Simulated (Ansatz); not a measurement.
# Rb on Ir(100): change of the work function, part 2 of 2

How does one ordered layer of Rb (bridge site) change the work function of Ir(100), and what dipole does each adsorbate carry?

Ansatz 0.2.0; plane-wave DFT, PBEsol, Ansatz PAW (the session's first sound run).

So far, work function, upper face (eV): step 2 (the clean slab, PBEsol) 5.67; step 5 (the 0.25 ML cell at another level of theory, cutoff 420 eV, functional PBE) 1.45; step 6 (the 0.25 ML cell at another level of theory, cutoff 420 eV, functional RPBE) 1.42; step 7 (the 0.25 ML cell at another level of theory, cutoff 420 eV, functional LDA) 1.61; step 8 (the 0.25 ML cell at another level of theory, cutoff 720 eV, functional PBE, PBE JTH) 1.45.

### 10. Varying the input: efield.amplitude = 0.1

This step: plane-wave DFT, PBEsol, Ansatz PAW (Ansatz 0.2.0).

A run with a changed input: it repeats the earlier run at 0.25 ML with efield.amplitude to 0.1; its output block differs too.

input.yaml

```yaml
crystal:
  lattice:
    - [5.4305800796, 0.0, 0.0]
    - [0.0, 5.4305800796, 0.0]
    - [0.0, 0.0, 27.1992650582]
  atoms:
    - { symbol: Ir, position: [0.25, 0.25, 0.3308912936] }
    - { symbol: Ir, position: [0.0, 0.0, 0.4014814362] }
    - { symbol: Ir, position: [0.25, 0.25, 0.4722530188] }
    - { symbol: Ir, position: [0.0, 0.0, 0.5389940175] }
    - { symbol: Ir, position: [0.25, 0.75, 0.3308912936] }
    - { symbol: Ir, position: [0.0, 0.5, 0.4014814362] }
    - { symbol: Ir, position: [0.25, 0.75, 0.4722530188] }
    - { symbol: Ir, position: [0.0, 0.5, 0.5389940175] }
    - { symbol: Ir, position: [0.75, 0.25, 0.3308912936] }
    - { symbol: Ir, position: [0.5, 0.0, 0.4014814362] }
    - { symbol: Ir, position: [0.75, 0.25, 0.4722530188] }
    - { symbol: Ir, position: [0.5, 0.0, 0.5389940175] }
    - { symbol: Ir, position: [0.75, 0.75, 0.3308912936] }
    - { symbol: Ir, position: [0.5, 0.5, 0.4014814362] }
    - { symbol: Ir, position: [0.75, 0.75, 0.4722530188] }
    - { symbol: Ir, position: [0.5, 0.5, 0.5389940175] }
    - { symbol: Rb, position: [0.25, 0.0, 0.6691087064] }
kpoints:
  mp_grid: { grid: [6, 6, 1] }
hamiltonian:
  xc: pbesol
scf:
  occupations: { method: fermi_dirac, width: 0.1 }
  convergence: { dr2_threshold: 1.0e-08 }
efield:
  axis: 3
  dipole_correction: true
  ramp_position: 0.97
  ramp_width: 0.06
  amplitude: 0.1
relax:
  f_tol: 0.02
  max_steps: 60
  constraints: [{ sites: [0, 1, 4, 5, 8, 9, 12, 13] }]
output:
  bader: true
  dos: { projected: true, e_range: [-8, 4] }
  write_potential: true
  write_density: true
  volumetric_format: npy
```

Command:

```bash
> ansatz run input.yaml --threads 4 --pin off --max-ram 6144MiB --backend cpu --events-out ev --progress --plain --runs-dir out
```

Run time: 7.3 min. Hardware: 4 threads of Intel Xeon Platinum 8223CL at 3.00GHz (Skylake/Cascade Lake), shared host; peak memory 4 GiB; 28 min of CPU time.

The steps of the relaxation:

| step | energy less that of the first step (eV) | largest force component (eV/Å) |
| --- | --- | --- |
| 1 | 0.0000 | 0.8920 |
| 2 | -0.1334 | 0.8592 |
| 3 | -0.2927 | 0.6876 |
| 4 | -0.3994 | 0.3470 |
| 5 | -0.4242 | 0.1540 |
| 6 | -0.4273 | 0.0705 |
| 7 | -0.4282 | 0.0036 |

Forces are held to the 4 operations that the run works with; a distortion that breaks them can't arise in this run.

The atoms that moved most (Å):

| atom | dx | dy | dz | length |
| --- | --- | --- | --- | --- |
| Rb17 | 0.000 | 0.000 | -0.680 | 0.680 |
| Ir8 | 0.000 | 0.000 | 0.030 | 0.030 |
| Ir16 | 0.000 | 0.000 | 0.030 | 0.030 |
| Ir12 | 0.012 | 0.000 | -0.008 | 0.015 |
| Ir4 | -0.012 | 0.000 | -0.008 | 0.015 |
| Ir3 | 0.000 | 0.006 | 0.013 | 0.014 |
| Ir7 | 0.000 | -0.006 | 0.013 | 0.014 |
| Ir11 | 0.000 | 0.011 | -0.001 | 0.011 |

The relaxed structure:

```xyz
17
Lattice="5.4306 0.0000 0.0000 0.0000 5.4306 0.0000 0.0000 0.0000 27.1993" Properties=species:S:1:pos:R:3
Ir    1.3576    1.3576    9.0000
Ir    0.0000    0.0000   10.9200
Ir    1.3576    1.3640   12.8578
Ir   -0.0124    0.0000   14.6519
Ir    1.3576    4.0729    9.0000
Ir    0.0000    2.7153   10.9200
Ir    1.3576    4.0666   12.8578
Ir    0.0002    2.7153   14.6904
Ir    4.0729    1.3576    9.0000
Ir    2.7153    0.0000   10.9200
Ir    4.0729    1.3686   12.8444
Ir    2.7277    0.0000   14.6519
Ir    4.0729    4.0729    9.0000
Ir    2.7153    2.7153   10.9200
Ir    4.0729    4.0620   12.8444
Ir    2.7151    2.7153   14.6904
Rb    1.3576    0.0000   17.5195
```

This step gave:

```
energy at zero smearing : -191990.6482 eV
dipole along the normal : 0.9048 e·Å
```

The density of states has structure finer than the step of the table below, so its rows give means over 0.25 eV, whole bins alone (the curve runs from -8 to 1.98 eV). Peaks (eV: height): -5.350: 46.3, -3.550: 35.7, -3.460: 49.9, -3.100: 45.1, -2.020: 53.0, -1.950: 61.7, 0.930: 34.9.

Density of states against energy, zero at the Fermi level; means over each step:

| energy (eV) | density of states (states/eV a cell) |
| --- | --- |
| -7.75 | 4.62 |
| -7.50 | 8.92 |
| -7.25 | 11.0 |
| -7.00 | 11.1 |
| -6.75 | 16.8 |
| -6.50 | 16.1 |
| -6.25 | 18.3 |
| -6.00 | 18.0 |
| -5.75 | 13.9 |
| -5.50 | 15.7 |
| -5.25 | 14.7 |
| -5.00 | 17.0 |
| -4.75 | 13.3 |
| -4.50 | 20.8 |
| -4.25 | 18.5 |
| -4.00 | 15.2 |
| -3.75 | 17.7 |
| -3.50 | 33.2 |
| -3.25 | 22.1 |
| -3.00 | 17.8 |
| -2.75 | 19.7 |
| -2.50 | 14.9 |
| -2.25 | 22.5 |
| -2.00 | 33.9 |
| -1.75 | 18.5 |
| -1.50 | 18.9 |
| -1.25 | 22.2 |
| -1.00 | 23.0 |
| -0.75 | 21.3 |
| -0.50 | 19.5 |
| -0.25 | 21.5 |
| 0.00 | 23.9 |
| 0.25 | 19.0 |
| 0.50 | 17.8 |
| 0.75 | 19.6 |
| 1.00 | 25.2 |
| 1.25 | 16.2 |
| 1.50 | 10.1 |
| 1.75 | 9.62 |

Projected DOS per atom over height of the atomic layer and energy from the Fermi level. Layers: Ir4 Ir4 Ir4 Ir4 Rb from below.

Ten even steps from '0' (0.00 states/eV) to '9' (2.14 states/eV), each cell a mean:
```
21112
33333
56752
54441
85470
74360
74481
64470
94470
74380
52270
77770
56760
45540
45440
44330
35540
46530
25730
15720
14410
01100
```
Columns: height of the atomic layer (Å) from 9 to 17.5 (not evenly spaced); rows upwards: energy from the Fermi level (eV) from -7.96 to 1.95.

| quantity | this run | earlier run | difference |
| --- | --- | --- | --- |
| dipole along the normal (e·Å) | 0.9048 | 0.7018 | 0.20 |

The applied field differs between the two, so the dipoles differ in any case.

### 11. A changed input

System of this step: Ir(100). The cell holds 4 atoms: 4 Ir. Cell: a = 2.715 Å, b = 2.715 Å, c = 23.760 Å, α = 90.0°, β = 90.0°, γ = 90.0°. Vacuum lies along c.

Another changed input: it repeats the earlier run at 0 ML with scf.occupations.width from 0.1 to 0.3, basis.ecutwfc to 700 eV and scf.algorithm to density_mixing.

input.yaml

```yaml
crystal:
  lattice:
    - [2.7152900398, 0.0, 0.0]
    - [0.0, 2.7152900398, 0.0]
    - [0.0, 0.0, 23.76]
  atoms:
    - { symbol: Ir, position: [0.5, 0.5, 0.3787878788] }
    - { symbol: Ir, position: [0.0, 0.0, 0.4595959596] }
    - { symbol: Ir, position: [0.5, 0.5, 0.5404040404] }
    - { symbol: Ir, position: [0.0, 0.0, 0.6212121212] }
kpoints:
  mp_grid: { grid: [11, 11, 1] }
hamiltonian:
  xc: pbesol
scf:
  occupations: { method: fermi_dirac, width: 0.3 }
  convergence: { dr2_threshold: 1.0e-08 }
  algorithm: density_mixing
efield:
  axis: 3
  dipole_correction: true
  ramp_position: 0.97
  ramp_width: 0.06
relax:
  f_tol: 0.02
  max_steps: 60
  constraints: [{ sites: [0, 1] }]
output:
  write_potential: true
  write_density: true
  volumetric_format: npy
basis:
  ecutwfc: "700 eV"
```

Wall time 29 s (4 threads); peak memory 0.84 GiB.

| quantity | this run | earlier run | difference |
| --- | --- | --- | --- |
| work function, upper face (eV) | 5.609 | 5.665 | -0.056 |
| dipole along the normal (e·Å) | 6.38e-4 | 7.06e-4 | -6.7e-5 |

What moves beyond 0.01 in its unit (for the dipole 0.5 % and 5e-5 e·Å): work function, upper face (-0.0565 eV) and dipole along the normal (-6.73e-05 e·Å).

The change shows in the results, which are not taken further.

### 12. Outcome

```json
{
 "work function of the clean face": "5.67 eV",
 "work function at 0.25 ML": "1.38 eV",
 "dipole per adsorbate at 0.25 ML, positive end outwards": "3.36 D"
}
```

**Reading.** Rb lowers the work function of Ir(100) at the lowest coverage, by 4.29 eV: the adsorbate layer has its positive end outwards. One coverage alone was completed, so no trend follows. The slab has 4 layers, at the tabulated experimental lattice constant, one starting site was run, and quantum-size effects of a slab this thin can reach one or two tenths of an eV.

[Logs are printed without paths, hosts, clocks, repeated set-up lines and the standing remarks that a program may print on its own settings, such as how far it seeks lower states.]

[Hosts, paths, dates, database ids (printed as entryN), source tags and the programs' standing remarks are cut or masked in the printed files.]

[Maps of the electrostatic potential energy from Ansatz leave out the sawtooth potential of an applied field or a dipole correction, so their vacuum need not be flat; planar profiles and work functions include it.]

[The density of states shown here was stored with 400 of the rows of the run's finer table, so its peaks can read low, often by over a quarter, or be missed, and its means over a window can be off by a tenth or more.]
